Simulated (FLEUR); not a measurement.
# Collinear magnetic orders of free Ni(111) film, 3 layers with FLEUR, part 3 of 3

A self-consistent run ends on one state, which hangs on the start. Several orders of free Ni(111) film, 3 layers are started in FLEUR and their energies compared.

FLEUR MaX-R8.1; PBEsol; all-electron FLAPW film, Dirac cores, scalar-relativistic bands.

So far, largest spin moment in the muffin-tin sphere (μB): step 2 (run 1 (ferro +++)) 0.794; step 3 (start moments [1.0, -1.0, 1.0] μB) 0.794.

### 6. Spin–orbit coupling, moments along z

Level of this step: PBEsol; all-electron FLAPW film, Dirac cores, scalar-relativistic bands with spin-orbit coupling (FLEUR).

Spin–orbit coupling ties the spins to the lattice and lets orbital moments form.

A new self-consistent run of the start ferri +-+, with the moments along z.

inp.xml reads:

```
<?xml version="1.0" encoding="UTF-8" standalone="no"?>
<fleurInput fleurInputVersion="0.39">
   <comment>
      Ni
   </comment>
   <calculationSetup>
      <cutoffs Kmax="3.66" Gmax="11.0" GmaxXC="11.0" numbands="114"/>
      <scfLoop itmax="120" minDistance="0.00002" maxIterBroyd="15" imix="Anderson" alpha="0.03" precondParam="0.0" spinf="2.0" sdNocoIR="T"/>
      <coreElectrons ctail="T" frcor="F" kcrel="1" coretail_lmax="0"/>
      <xcFunctional name="PBEs" relativisticCorrections="F"/>
      <magnetism jspins="2"/>
      <soc l_soc="T" theta="0.0" phi="0.0" spav="F"/>
      <expertModes spex="0" secvar="F"/>
      <geometryOptimization l_f="F" forcealpha="1.0" forcemix="BFGS" epsdisp="0.00001" epsforce="0.00001"/>
      <ldaU l_linMix="F" mixParam="0.05" spinf="1.0"/>
   </calculationSetup>
   <cell>
      <bzIntegration valenceElectrons="54.0" mode="hist" fermiSmearingEnergy="0.00183747">
         <kPointListSelection listName="default-1"/>
         <xi:include xmlns:xi="http://www.w3.org/2001/XInclude" href="kpts.xml"> </xi:include>
      </bzIntegration>
      <xi:include xmlns:xi="http://www.w3.org/2001/XInclude" href="sym.xml"> </xi:include>
      <filmLattice scale="1.0" dVac="12.97" dTilda="15.47">
         <bravaisMatrixFilm>
            <row-1>    4.7086300406703598     0.0000001262337051</row-1>
            <row-2>   -2.3543151296652853     4.0777931691130949</row-2>
         </bravaisMatrixFilm>
         <vacuumEnergyParameters vacuum="1" spinUp="-.25" spinDown="-.25"/>
      </filmLattice>
   </cell>
   <atomSpecies>
      <species name="Nickel (Ni1.000" element="Ni" atomicNumber="28">
         <mtSphere radius="2.24" gridPoints="741" logIncrement="0.016"/>
         <atomicCutoffs lmax="8" lnonsphr="6"/>
         <electronConfig flipSpins="F">
            <coreConfig>(1s1/2) (2s1/2) (2p1/2) (2p3/2)</coreConfig>
            <valenceConfig>(3s1/2) (3p1/2) (3p3/2) (4s1/2) (3d3/2) (3d5/2)</valenceConfig>
            <stateOccupation state="(3d3/2)" spinUp="1.6" spinDown="1.6"/>
            <stateOccupation state="(3d5/2)" spinUp="2.9" spinDown="1.9"/>
         </electronConfig>
         <energyParameters s="4" p="4" d="3" f="4"/>
         <lo type="SCLO" l="0" n="3" eDeriv="0"/>
         <lo type="SCLO" l="1" n="3" eDeriv="0"/>
      </species>
      <species name="Nickel (Ni-1.000" element="Ni" atomicNumber="28">
         <mtSphere radius="2.24" gridPoints="741" logIncrement="0.016"/>
         <atomicCutoffs lmax="8" lnonsphr="6"/>
         <electronConfig flipSpins="F">
            <coreConfig>(1s1/2) (2s1/2) (2p1/2) (2p3/2)</coreConfig>
            <valenceConfig>(3s1/2) (3p1/2) (3p3/2) (4s1/2) (3d3/2) (3d5/2)</valenceConfig>
            <stateOccupation state="(3d3/2)" spinUp="1.6" spinDown="1.6"/>
            <stateOccupation state="(3d5/2)" spinUp="1.9" spinDown="2.9"/>
         </electronConfig>
         <energyParameters s="4" p="4" d="3" f="4"/>
         <lo type="SCLO" l="0" n="3" eDeriv="0"/>
         <lo type="SCLO" l="1" n="3" eDeriv="0"/>
      </species>
   </atomSpecies>
   <atomGroups>
      <atomGroup species="Nickel (Ni1.000">
         <filmPos label="                   1">-1.000/6.000 1.000/6.000 -3.8446423657</filmPos>
         <filmPos label="                   3">1.000/6.000 -1.000/6.000 3.8446423657</filmPos>
         <force calculate="T" relaxXYZ="TTT"/>
      </atomGroup>
      <atomGroup species="Nickel (Ni-1.000">
         <filmPos label="                   2">1.000/2.000 1.000/2.000 .0000000000</filmPos>
         <force calculate="T" relaxXYZ="TTT"/>
      </atomGroup>
   </atomGroups>
   <output dos="F" band="F" slice="F">
      <bandDOS minEnergy="-.5*Htr" maxEnergy="0.5*Htr" sigma="0.015" storeEVData="T"/>
      <plotting iplot="0" polar="F">
         <plot TwoD="T" vec1="  1.0  0.0  0.0" vec2="  0.0  1.0  0.0" vec3="  0.0  0.0  1.0" zero="  0.0  0.0 -0.5" file="plot"/>
      </plotting>
      <moessbauerParams electricFieldGradient="F" isomerShift="T" coreHyperfine="T" valenceHyperfine="T"/>
   </output>
</fleurInput>
```

crystal.txt reads:

```
Ni
&input film=T cartesian=F /
2.49169971213  0.00000006680  0.00000000000
-1.24584991392  2.15787521590  0.00000000000
0.00000000000  0.00000000000  1.00000000000
1.8897261246
1.0 1.0 1.0

3
28 0.00000000000  0.00000000000  -3.84464236570 : 1.000
28 0.66666666667  0.33333333333  0.00000000000 : -1.000
28 0.33333333333  0.66666666667  3.84464236570 : 1.000

&soc 0.0000000 0.0000000 /
&kpt div1=12 div2=12 div3=1 gamma=T /
```

Launch:

```console
$ OMP_NUM_THREADS=1 inpgen -f crystal.txt > inpgen.log  # inp.xml is then edited as shown
$ OMP_NUM_THREADS=1 mpirun -n 4 fleur_MPI > fleur.log
```

What it wrote:

```text
[banner, memory and clock lines left out]
Welcome to FLEUR        (www.flapw.de)
      MaX-Release 8.1          (www.max-centre.eu)

 ========== k-point set info ==========
 Selected k-point list: default-1
 k-point list type: mesh
 0 x 0 x 0
 Number of k points: 28

 [... set-up left out ...]
 Iteration:     1   Distance:      24.73758912 me/bohr^3
 Iteration:     2   Distance:      16.69107428 me/bohr^3
 Iteration:     3   Distance:      18.54873682 me/bohr^3
 Iteration:     4   Distance:      23.82258618 me/bohr^3
 Iteration:     5   Distance:      17.81108027 me/bohr^3
 Iteration:     6   Distance:      19.39178807 me/bohr^3
 Iteration:     7   Distance:      12.37025263 me/bohr^3
 Iteration:     8   Distance:      20.15289984 me/bohr^3
 Iteration:     9   Distance:      16.60093325 me/bohr^3
 Iteration:    10   Distance:      19.71849176 me/bohr^3
[... 32 iterations left out ...]
 Iteration:    43   Distance:       0.00077296 me/bohr^3
 Iteration:    44   Distance:       0.00068223 me/bohr^3
 Iteration:    45   Distance:       0.00066872 me/bohr^3
 Iteration:    46   Distance:       0.00046625 me/bohr^3
 Iteration:    47   Distance:       0.00035826 me/bohr^3
 Iteration:    48   Distance:       0.00011191 me/bohr^3
 Iteration:    49   Distance:       0.00005487 me/bohr^3
 Iteration:    50   Distance:       0.00005537 me/bohr^3
 Iteration:    51   Distance:       0.00002298 me/bohr^3
 Iteration:    52   Distance:       0.00000384 me/bohr^3

 ********************************************************************
 Run finished successfully
 Stop message:
   all done
 ********************************************************************

--- out.xml (last complete iteration) ---
<iteration numberForCurrentRun="   52" overallNumber="   52">
         [... left out ...]
         <bandgap value="0.0000000000" units="eV"/>
         <sumValenceSingleParticleEnergies value="-77.0912353927" units="Htr"/>
         <FermiEnergy value="-0.1887115227" units="Htr"/>
         [... left out ...]
         <magneticMomentsInMTSpheres units="muBohr">
            <globalMagMoment atomType="1" vec="0.00000   0.00000   0.73401"/>
            <globalMagMoment atomType="2" vec="0.00000   0.00000   0.78860"/>
         </magneticMomentsInMTSpheres>
         <orbitalMomentsInMTSpheres units="muBohr">
            <globalMagMoment atomType="1" vec="0.00000   0.00000   0.05172"/>
            <globalMagMoment atomType="2" vec="0.00000   0.00000   0.06822"/>
         </orbitalMomentsInMTSpheres>
         [... left out ...]
         <totalEnergy value="    -4558.6047430191" units="Htr">
            <sumOfEigenvalues value="    -2657.1720610575">
               <coreElectrons value="-2580.0808256648"/>
               <valenceElectrons value="-77.0912353927"/>
            </sumOfEigenvalues>
         [... left out ...]
            <freeEnergy value="-4558.6065263670"/>
            <extrapolationTo0K value="-4558.6056346930"/>
         </totalEnergy>
         <densityConvergence units="me/bohr^3">
            <chargeDensity spin="1" distance="0.0000019152"/>
            <chargeDensity spin="2" distance="0.0000026205"/>
            <overallChargeDensity distance="0.0000038364"/>
            <spinDensity distance="0.0000025203"/>
         </densityConvergence>
      </iteration>
```

Elapsed: 3.6 min, on 4 MPI ranks of Arm Neoverse N1, shared host; peak memory 0.35 GiB.

Spin moment in the muffin-tin sphere by atom:

| atom | spin moment in the muffin-tin sphere (μB) |
| --- | --- |
| Ni1 | 0.734 |
| Ni2 | 0.789 |
| Ni3 | 0.734 |

Read from the output:

* free energy: -124046.0029 eV
* program's band gap on this mesh (in a metal only a level spacing): 0 eV
* magnetization: 2.163 μB
* final state: ferromagnetic
* orbital moment along the spin: 0.06822 μB

The typed pattern was not kept: a seeded moment turned or collapsed.

Orbital moment in the sphere, along the spin axis by atom:

| atom | orbital moment in the sphere, along the spin axis (μB) |
| --- | --- |
| Ni1 | 0.0517 |
| Ni2 | 0.0682 |
| Ni3 | 0.0517 |

Fields along z, the direction of positive moments; semicore shells count as valence. Hyperfine fields at the nuclei:

```csv
atom,core contact (T),valence contact (T),dipolar (T),orbital (T),sum (T),density at the nucleus (e/bohr³)
Ni1,-23.14,14.31,-0.1464,4.486,-4.491,19650
Ni2,-25.4,13.72,0.1277,6.063,-5.486,19650
Ni3,-23.14,14.31,-0.1464,4.486,-4.491,19650
```

### 7. What came out

```json
{
  "lowest state found": "ferromagnetic (typed ferri +-+)",
  "largest site spin moment": "0.794 μB",
  "next finished state": "non-magnetic, 70.0 meV a seeded atom higher",
  "energy gained by spin polarisation": "70.0 meV a seeded atom",
  "hyperfine field at Ni2, along its moment": "-5.49 T",
  "orbital moment on the atom of largest spin, along its spin (spin–orbit run)": "0.0682 μB"
}
```

**Reading.** The lowest state found is ferromagnetic, reached from the start ferri +-+, with moments up to 0.794 μB. 1 start left the typed pattern (a sign turned, or a seeded moment died or shrank under 0.15 μB), so such an energy belongs to the state reached, not the one typed. At Ni2 the core shells give -25.4 T and the valence and semicore s states 13.7 T along the moment, -14.8 T per μB together; orbital and dipolar parts add 6.2 T. Semilocal functionals tend to give too weak a core polarisation. The orbital moment is parallel to the spin, as Hund's third rule has it for a shell over half filled. This is the lowest of 3 finished starts, no proof of the ground state.

[Logs and program files are shortened in this print: banners, set-up blocks, solver, clock and traceback lines can be left out without a mark of their own.]

[Logs are printed without paths, hosts, clocks, repeated set-up lines and the standing remarks that a program may print on its own settings, such as how far it seeks lower states.]

[Hosts, paths, dates, database ids (printed as entryN), source tags and the programs' standing remarks are cut or masked in the printed files.]

[Where a cell is said to come from a database of computed structures, the database is the Materials Project.]
